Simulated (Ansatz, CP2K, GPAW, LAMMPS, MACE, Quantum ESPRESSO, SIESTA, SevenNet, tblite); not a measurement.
## Atom list for Amorphous 29Ga2O3-71GeO2 (mol %) (86 atoms)

86 atoms (14 Fe, 17 Ge, 55 O) placed at random at 3.74 g/cm³, melted at 5000 K for 10 ps at fixed volume with the Morse and Coulomb pair potential with partial charges (Pedone, Malavasi, Menziani, Cormack and Segre, J. Phys. Chem. B 110, 11780 (2006)). Quenched from 5000 K to 300 K at 100 K/ps and fixed volume, held 5 ps, then minimised at fixed cell. Then Fe was replaced by Ga and the cell scaled by 1.006 (the potential has no terms for the new elements, so the cell is a start for a DFT relaxation).

Calculated values (Quantum ESPRESSO 7.5, Kohn-Sham DFT, PBE, SSSP efficiency 1.3.0 pseudopotentials, plane waves; sssp-1.3.0-efficiency; 60/480 Ry; levels smeared at 580 K; Γ point; density 3.92 g/cm³) for the geometry as built.

Cell vectors (Å):

```
10.944 0.000 0.000
0.000 10.944 0.000
0.000 0.000 10.944
```

Positions (Å):

```
1 Ga 9.223 5.884 7.490
2 Ga 0.419 10.528 5.546
3 Ga 10.883 6.227 0.433
4 Ga 4.352 7.411 10.070
5 Ga 6.214 6.941 1.160
6 Ga 8.750 5.935 2.359
7 Ga 10.066 8.764 3.271
8 Ga 6.784 8.053 7.733
9 Ga 3.036 7.879 2.047
10 Ga 2.893 5.202 0.565
11 Ga 1.060 8.861 10.856
12 Ga 7.212 8.512 4.212
13 Ga 8.963 8.750 10.883
14 Ga 0.529 7.586 6.436
15 Ge 10.928 0.962 10.049
16 Ge 5.731 4.413 9.925
17 Ge 1.652 5.203 8.742
18 Ge 8.972 3.827 10.387
19 Ge 3.209 6.862 5.291
20 Ge 3.337 8.888 7.876
21 Ge 2.037 2.035 7.498
22 Ge 1.524 0.172 2.130
23 Ge 9.474 3.488 4.782
24 Ge 6.189 9.855 1.279
25 Ge 0.990 5.178 3.476
26 Ge 6.537 4.145 3.503
27 Ge 4.500 1.415 2.890
28 Ge 5.859 5.124 6.700
29 Ge 4.746 0.651 6.237
30 Ge 8.156 0.352 5.620
31 Ge 9.729 9.336 8.052
32 O 3.724 1.836 7.033
33 O 6.603 8.611 5.929
34 O 4.190 6.706 1.081
35 O 6.254 8.610 2.551
36 O 3.076 6.081 9.303
37 O 5.385 0.261 1.929
38 O 8.381 10.150 4.292
39 O 0.502 9.412 7.345
40 O 3.511 7.663 3.828
41 O 9.562 7.755 7.091
42 O 9.835 2.307 10.211
43 O 4.886 8.116 8.327
44 O 2.227 4.920 2.334
45 O 6.307 4.332 5.220
46 O 7.227 3.707 10.459
47 O 9.191 10.540 6.806
48 O 1.881 3.730 7.876
49 O 2.596 8.880 9.462
50 O 2.837 1.276 2.407
51 O 10.799 6.198 2.603
52 O 3.946 10.242 7.012
53 O 6.574 5.564 2.503
54 O 1.265 1.336 8.930
55 O 4.464 0.793 4.530
56 O 2.638 7.896 6.590
57 O 9.469 4.814 0.798
58 O 5.482 2.875 3.007
59 O 5.580 4.296 8.193
60 O 1.109 4.920 10.388
61 O 6.523 0.636 6.194
62 O 8.635 7.415 3.660
63 O 10.244 10.336 9.548
64 O 5.349 8.819 0.165
65 O 9.408 4.663 6.029
66 O 8.160 8.822 8.893
67 O 9.270 4.875 9.061
68 O 0.665 6.153 7.710
69 O 0.046 3.849 4.017
70 O 1.714 6.028 4.842
71 O 7.780 10.022 0.734
72 O 0.212 8.602 4.825
73 O 4.315 4.076 10.834
74 O 0.542 10.842 3.529
75 O 10.441 8.891 1.424
76 O 5.958 6.143 10.227
77 O 8.172 7.202 0.887
78 O 10.528 7.685 10.085
79 O 7.141 6.187 7.255
80 O 1.702 7.175 0.749
81 O 8.916 1.885 5.197
82 O 1.167 1.182 6.251
83 O 0.722 0.486 0.610
84 O 4.475 5.986 6.044
85 O 8.318 4.039 3.524
86 O 2.294 9.589 1.679
```

Q: Give the force on every atom.

Columns: atom, fx, fy, fz (forces in eV/Å).

```
1 -0.217 -1.351 -0.009
2 0.625 0.016 0.514
3 0.610 -0.308 -0.250
4 0.194 -0.462 -0.301
5 0.619 0.432 -0.424
6 -0.276 0.646 -0.167
7 -0.076 -0.266 -0.213
8 -0.112 0.041 -1.539
9 -0.662 -0.204 0.515
10 0.073 0.009 -0.703
11 0.027 -1.169 0.697
12 0.178 0.703 0.470
13 -0.655 -0.515 1.450
14 -0.365 0.709 0.864
15 0.281 0.954 -0.985
16 -0.077 1.167 0.228
17 0.971 0.634 0.176
18 -0.436 0.492 -1.318
19 0.769 -0.741 -1.051
20 0.502 0.541 0.319
21 -0.736 -0.745 0.138
22 0.426 -0.566 0.929
23 -0.571 0.754 1.379
24 0.351 -0.581 0.040
25 0.038 0.316 -0.639
26 -0.364 0.050 0.719
27 0.569 -0.975 0.919
28 -0.148 0.494 -0.157
29 -0.025 -0.135 -0.580
30 -0.666 -0.592 -0.496
31 -0.091 0.159 -0.837
32 0.899 1.254 0.555
33 -0.264 -0.024 0.462
34 -0.253 0.375 -0.063
35 -0.334 -1.352 1.400
36 1.235 0.412 0.420
37 -0.345 1.271 -0.119
38 -0.175 -0.579 -1.068
39 0.576 -0.251 -0.716
40 0.644 1.078 -1.354
41 0.362 -2.117 -0.573
42 -0.414 -0.308 0.243
43 1.135 -0.575 0.625
44 1.520 -0.787 -1.073
45 0.064 -0.796 0.539
46 -0.284 -1.483 0.744
47 0.866 0.733 0.213
48 0.374 -0.521 -0.966
49 -0.129 0.082 0.849
50 0.157 1.638 -0.294
51 -1.846 0.778 -1.141
52 -0.016 0.136 -0.378
53 0.620 0.718 -0.590
54 0.370 -0.410 0.859
55 -0.507 -0.359 -0.221
56 -1.635 0.012 -0.202
57 0.973 0.826 1.409
58 -0.464 -0.167 -0.741
59 -0.690 -1.421 -0.995
60 -0.636 -0.493 1.938
61 -0.392 0.519 0.978
62 0.758 0.268 -0.091
63 -0.381 -0.468 0.911
64 -0.788 -1.261 -1.029
65 -0.115 0.897 1.144
66 -0.604 0.064 0.357
67 0.553 0.977 -1.420
68 -1.544 0.994 -1.387
69 0.546 -1.808 -0.155
70 -0.894 -0.146 1.547
71 1.885 0.852 -0.958
72 0.228 0.862 0.071
73 -1.316 -1.021 1.015
74 -0.999 -0.092 1.135
75 -0.420 0.217 -0.031
76 -0.024 2.168 0.491
77 -0.691 -0.680 0.313
78 0.028 0.607 0.780
79 1.300 1.251 0.566
80 0.083 0.366 0.292
81 0.374 -0.028 -0.127
82 -0.732 -0.558 -1.469
83 -0.019 -0.085 0.001
84 -0.213 -0.146 0.254
85 0.416 0.186 -1.418
86 0.404 -1.114 -1.219
```

The quench rate of 100 K/ps is many orders above laboratory rates, so the cell is likely richer in defects and strain than a real sample. The network of bonds at the start is that of the classical potential that made the cell, and needn't be the one that DFT or experiment would give. Only the Γ point is sampled, in a cell whose shortest periodic width is 11 Å.

The r.m.s. force component is 0.771 eV/Å; the longest force, 2.31 eV/Å, acts on O51.

[Logs are printed without paths, hosts, clocks, repeated set-up lines and the standing remarks that a program may print on its own settings, such as how far it seeks lower states.]

[Hosts, paths, dates, database ids (printed as entryN), source tags and the programs' standing remarks are cut or masked in the printed files.]
